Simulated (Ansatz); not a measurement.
# BP (F-43m): thermal expansion under pressure, part 3 of 3

Aim: how pressure changes the thermal expansion of BP.

Ansatz 0.2.0; DFT RPBE, scalar-relativistic, plane waves, PAW.

So far, principal linear expansion coefficients at 298 K (× 1e-6/K): step 6 (phonons on strained cells, pressure 5 GPa) 2.81.

## (8) The quasi-harmonic study, pressure 20 GPa

The study relaxes the crystal at several strains, solves the phonons on some of them and minimises the free energy at each temperature (static energy, vibrations, the electrons in a metal, and PV under a set pressure); the q-mesh sets how far the force constants reach.

Input file input.yaml:

```yaml
crystal:
  lattice:
    - [0.0, 2.2085355053, 2.2085355053]
    - [2.2085355053, 0.0, 2.2085355053]
    - [2.2085355053, 2.2085355053, 0.0]
  atoms:
    - { symbol: B, position: [0.0, 0.0, 0.0] }
    - { symbol: P, position: [0.25, 0.25, 0.25] }
kpoints:
  mp_grid: { grid: [12, 12, 12] }
hamiltonian:
  xc: rpbe
scf:
  occupations: { method: fixed }
output:
  eigenvalues: true
phonons:
  method: dfpt
  qmesh: [4, 4, 4]
  temperatures: { t_max: 800.0, t_step: 50 }
  thermal_expansion: { pressure: 20.0 }
```

Started as:

```
$ ansatz run input.yaml --threads 4 --pin off --max-ram 8192MiB --backend cpu --events-out ev --progress --plain --runs-dir out
```

Numbers of over 12 decimals in the logs are rounded to 6 here.

Output:

```text
[...]
Crystal: 2 atoms, lattice volume = 21.545 Å³
Basis set: ecut = 487.2 eV, 531 PW (Γ), exchange–correlation on 48×48×48 points (8 copies of the dense FFT grid, shifted against one another)
Bands: 8, of which v1, the nominal top of the filled ones, is band 4 counted from 1 (3 counted from 0)
Symmetry: 24 space group operations
[...]
k-points: 72 of 1728 (time reversal used)
[...]
SCF iter   1: F=—  HF=-916.621035 eV  |F-HF|=—  |Δ(HF+E_count)|=         —  Δρ=3.01e-3  dr2=1.35e-3  ethr=1.77e-3  ⟨swp⟩=4.9  Hψ=4197  notcnv=0  defer=134
[...]
SCF iter   8: F=-916.620760 eV  HF=-916.620760 eV  |F-HF|=2.50e-12  |Δ(HF+E_count)|=  8.98e-11  Δρ=1.10e-7  dr2=3.25e-12  ethr=1.00e-12  ⟨swp⟩=8.1  Hψ=4167  notcnv=0
SCF 1 converged in 8 iterations: F = -916.620760 eV  dr2 = 3.25e-12
[...]
relax step   1: F+E_penalty+E_count = -916.62075975 eV  Δ(F+E_penalty+E_count) = +0.000e0 eV  max|allowed force component| = 2.591e-16 eV/Å  Δτ_max = 0.0000 Å  (8 SCF iters, accepted)
SCF converged after 8 iterations
Free energy (F): -916.620760 eV
[...]
Internal energy: -916.620760 eV  (E = F + TS)
E sigma→0 (E₀):  -916.620760 eV
Fermi energy:    10.500199 eV
[...]
--- Stress (GPa, compression-positive) ---
       19.995329      -0.000000      -0.000000
       -0.000000      19.995329       0.000000
       -0.000000       0.000000      19.995329
  P = ⅓ Tr σ = 19.9953 GPa (199.953 kbar)
--- Band table (eV; the first three rows and the last of 72) ---
[...]
── thermal expansion: 3 new cells, 3 in all ──
thermal expansion: relaxation of cell 2
thermal expansion: relaxation of cell 3
── thermal expansion: 2 new cells, 5 in all ──
thermal expansion: relaxation of cell 4
thermal expansion: lower-state search of cell 4
thermal expansion: phonons of cell 4
thermal expansion: relaxation of cell 5
thermal expansion: phonons of cell 5
── thermal expansion: 5 new cells, 10 in all ──
thermal expansion: relaxation of cell 6
thermal expansion: relaxation of cell 7
thermal expansion: relaxation of cell 8
thermal expansion: relaxation of cell 9
thermal expansion: relaxation of cell 10
thermal expansion: phonons of cell 6
thermal expansion: phonons of cell 7
--- Relaxed structure (1 steps of the walk, 1 accepted, 0 SCFs on fresh bases) ---
  F+E_penalty+E_count = -916.62075975 eV   max|allowed force component| = 2.591e-16 eV/Å
  atoms:
    - { symbol: B, position: [0.0, 0.0, 0.0] }
    - { symbol: P, position: [0.25, 0.25, 0.25] }
--- Thermal expansion: 10 cells in 3 rounds, 20 GPa ---
  no lower state was reached at cell 4
  without vibrations: a 3.12332, b 3.12332, c 3.12332 Å, V 21.5444 Å³, B 227.44 GPa
  at 0 K: a 3.13055, b 3.13055, c 3.13055 Å, V 21.6943 Å³, B 224.23 GPa
  zero-point expansion: a +0.231, b +0.231, c +0.231, V +0.696 %
[...]
0.00    3.13055    3.13055    3.13055    21.6943 |    0.00    0.00    0.00    0.00 |    1.70 |     0.000     0.000 |   224.23   224.23
   100.00    3.13056    3.13056    3.13056    21.6945 |    0.11    0.11    0.11    0.33 |    2.52 |     5.606     5.606 |   224.20   224.20
   200.00    3.13068    3.13068    3.13068    21.6971 |    0.80    0.80    0.80    2.40 |    3.85 |    17.586    17.583 |   223.92   223.96
   298.15    3.13108    3.13108    3.13108    21.7053 |    1.76    1.76    1.76    5.28 |       - |    27.372    27.348 |   223.30   223.50
   350.00    3.13140    3.13140    3.13140    21.7120 |    2.20    2.20    2.20    6.60 |    5.96 |    31.341    31.296 |   222.88   223.20
   450.00    3.13220    3.13220    3.13220    21.7286 |    2.85    2.85    2.85    8.55 |    7.06 |    36.916    36.820 |   221.97   222.55
   550.00    3.13316    3.13316    3.13316    21.7487 |    3.29    3.29    3.29    9.87 |    7.94 |    40.540    40.385 |   220.98   221.83
   650.00    3.13424    3.13424    3.13424    21.7713 |    3.59    3.59    3.59   10.78 |    8.63 |    42.959    42.741 |   219.95   221.07
   750.00    3.13541    3.13541    3.13541    21.7955 |    3.81    3.81    3.81   11.44 |    9.19 |    44.632    44.350 |   218.90   220.29
   800.00    3.13601    3.13601    3.13601    21.8081 |    3.90    3.90    3.90   11.70 |    9.44 |    45.280    44.966 |   218.37   219.89
[...]
vibrations' free energy: its fit passes through its cells
  the electrons' free energy at temperature is not in it: every band gap is over 0.83 eV
  free energies summed between the sampled wave vectors
[...]
band gaps on the cells' k-points are 1.080 to 1.182 eV
```

Wall time 4.1 min (4 threads of Arm Neoverse V2, shared host); peak memory 1.2 GiB.

This step gave:

```yaml
gap_on_the_k_mesh: 1.130 eV
volume_expansion_coefficient_at_298_k: 5.277 1e-6/K
c_p_at_298_k: 13.69 J/mol-atom/K
entropy_at_298_k: 9.284 J/mol-atom/K
isothermal_bulk_modulus_at_298_k: 223.3 GPa
grueneisen_parameter_at_298_k: 0.5633
volume_at_298_k: 10.85 Å³/atom
principal_linear_expansion_coefficients_at_298_k: 1.759, 1.759, 1.759 1e-6/K
```

Strained cells of the study; zero-point energy where phonons were solved; the pressures are stresses at a fixed cutoff and can carry an offset from the finite basis. Expansion cells, by row:

```tsv
cell	|a| (Å)	|b| (Å)	|c| (Å)	V (Å³/atom)	E - E_lowest (meV/atom)	pressure, compression positive (GPa)	gap (eV)	zero-point energy (meV/atom)
1	3.123	3.123	3.123	10.77	35.59	19.98	1.13	-
2	3.148	3.148	3.148	11.03	7.384	14.76	1.169	-
3	3.099	3.099	3.099	10.52	71.76	25.64	1.09	-
4	3.123	3.123	3.123	10.77	35.42	19.95	1.13	109.7
5	3.139	3.139	3.139	10.94	16.88	16.64	1.155	108.1
6	3.131	3.131	3.131	10.85	26.39	18.38	1.142	109
7	3.145	3.145	3.145	11	10.32	15.36	1.165	107.5
8	3.092	3.092	3.092	10.46	81.95	27.11	1.08	-
9	3.108	3.108	3.108	10.61	57.09	23.44	1.105	-
10	3.156	3.156	3.156	11.12	0	13.18	1.182	-
```

Quasi-harmonic; a, b, c are the run's own cell vectors. Expansion, by row:

```tsv
T (K)	a (Å)	b (Å)	c (Å)	alpha (deg)	beta (deg)	gamma (deg)	cell volume (Å³/cell)	alpha_a (1e-6/K)	alpha_b (1e-6/K)	alpha_c (1e-6/K)	alpha_V (1e-6/K)	C_P (J/mol-atom/K)	C_V (J/mol-atom/K)	S (J/mol-atom/K)	B_T (GPa)	B_S (GPa)	Grueneisen	extrapolation	fit error (1e-6/K)
0	3.131	3.131	3.131	60	60	60	21.69	0	0	0	0	0	0	0	224.2	224.2	-	0	0
50	3.131	3.131	3.131	60	60	60	21.69	0.01	0.01	0.01	0.04	0.367	0.367	0.1	224.2	224.2	0.171	0	0
100	3.131	3.131	3.131	60	60	60	21.69	0.11	0.11	0.11	0.33	2.803	2.803	1.004	224.2	224.2	0.173	0	0
150	3.131	3.131	3.131	60	60	60	21.7	0.38	0.38	0.38	1.13	5.868	5.867	2.721	224.1	224.1	0.281	0	0
200	3.131	3.131	3.131	60	60	60	21.7	0.8	0.8	0.8	2.4	8.793	8.791	4.814	223.9	224	0.399	0	0
250	3.131	3.131	3.131	60	60	60	21.7	1.3	1.3	1.3	3.89	11.46	11.46	7.069	223.6	223.8	0.496	0	0
298.1	3.131	3.131	3.131	60	60	60	21.71	1.76	1.76	1.76	5.28	13.69	13.67	9.283	223.3	223.5	0.563	0	0
300	3.131	3.131	3.131	60	60	60	21.71	1.78	1.78	1.78	5.33	13.76	13.75	9.368	223.3	223.5	0.565	0	0
350	3.131	3.131	3.131	60	60	60	21.71	2.2	2.2	2.2	6.6	15.67	15.65	11.64	222.9	223.2	0.614	0	0.01
400	3.132	3.132	3.132	60	60	60	21.72	2.56	2.56	2.56	7.67	17.21	17.18	13.84	222.4	222.9	0.649	0	0.01
450	3.132	3.132	3.132	60	60	60	21.73	2.85	2.85	2.85	8.55	18.46	18.41	15.94	222	222.6	0.674	0	0.01
500	3.133	3.133	3.133	60	60	60	21.74	3.09	3.09	3.09	9.27	19.46	19.4	17.94	221.5	222.2	0.693	0	0.01
550	3.133	3.133	3.133	60	60	60	21.75	3.29	3.29	3.29	9.87	20.27	20.19	19.83	221	221.8	0.707	0	0.01
600	3.134	3.134	3.134	60	60	60	21.76	3.46	3.46	3.46	10.37	20.93	20.84	21.62	220.5	221.5	0.719	0	0.01
650	3.134	3.134	3.134	60	60	60	21.77	3.59	3.59	3.59	10.78	21.48	21.37	23.32	219.9	221.1	0.728	0	0.01
700	3.135	3.135	3.135	60	60	60	21.78	3.71	3.71	3.71	11.14	21.93	21.81	24.93	219.4	220.7	0.735	0	0.01
750	3.135	3.135	3.135	60	60	60	21.8	3.81	3.81	3.81	11.44	22.32	22.18	26.46	218.9	220.3	0.741	0	0.01
800	3.136	3.136	3.136	60	60	60	21.81	3.9	3.9	3.9	11.7	22.64	22.48	27.91	218.4	219.9	0.746	0	0.01
```

Expansion coefficient against temperature; values in 1e-6/K:

```tsv
temperature (K)	volume	principal 1
0	0	0
50	0.04	0.01
100	0.33	0.11
150	1.13	0.38
200	2.4	0.8
250	3.89	1.3
298	5.28	1.76
300	5.33	1.78
350	6.6	2.2
400	7.67	2.56
450	8.55	2.85
500	9.27	3.09
550	9.87	3.29
600	10.4	3.46
650	10.8	3.59
700	11.1	3.71
750	11.4	3.81
800	11.7	3.9
```

Changing the pressure (5 → 20 GPa) takes the volume expansion at 298 K from 8.44 to 5.28 × 10⁻⁶/K and B_T from 170 to 223 GPa.

## (9) Outcome

| Item | Value |
| --- | --- |
| settings of these figures | RPBE, 487.2 eV, k 12×12×12, q 4×4×4, 5 GPa |
| volume expansion coefficient at 298 K | 8.445 1e-6/K |
| C_P at 298 K | 14.64 J/mol-atom/K |
| entropy at 298 K | 9.966 J/mol-atom/K |
| isothermal bulk modulus at 298 K | 169.9 GPa |
| Grüneisen parameter at 298 K | 0.6927 |
| volume at 298 K | 11.72 Å³/atom |
| principal linear expansion coefficients at 298 K | 2.815, 2.815, 2.815 1e-6/K |

What this shows: Near room temperature and at 5 GPa BP expands by 8.44 × 10⁻⁶/K in volume by RPBE, with C_P = 14.6 J/(mol K) per mole of atoms and B_T = 170 GPa. C_P at room temperature is 59 % of the classical 3R an atom, so the stiffest modes are still partly frozen out. Going from 5 to 20 GPa changes the volume expansion at 298 K from 8.44 to 5.28 × 10⁻⁶/K; since α = γC_V/(B V), it follows the bulk modulus (170 → 223 GPa) and the Grüneisen parameter (0.69 → 0.56). The interpolation has no quadrupole term, so branches near the zone centre are less sure, since this crystal has sites that are not centres of inversion. The PAW files were made for PBE and are used here under another functional, for which the program regenerates the frozen cores.

[Logs are printed without paths, hosts, clocks, repeated set-up lines and the standing remarks that a program may print on its own settings, such as how far it seeks lower states.]

[Hosts, paths, dates, database ids (printed as entryN), source tags and the programs' standing remarks are cut or masked in the printed files.]

[A step with changed settings may run another functional than the one named; its input shows which.]
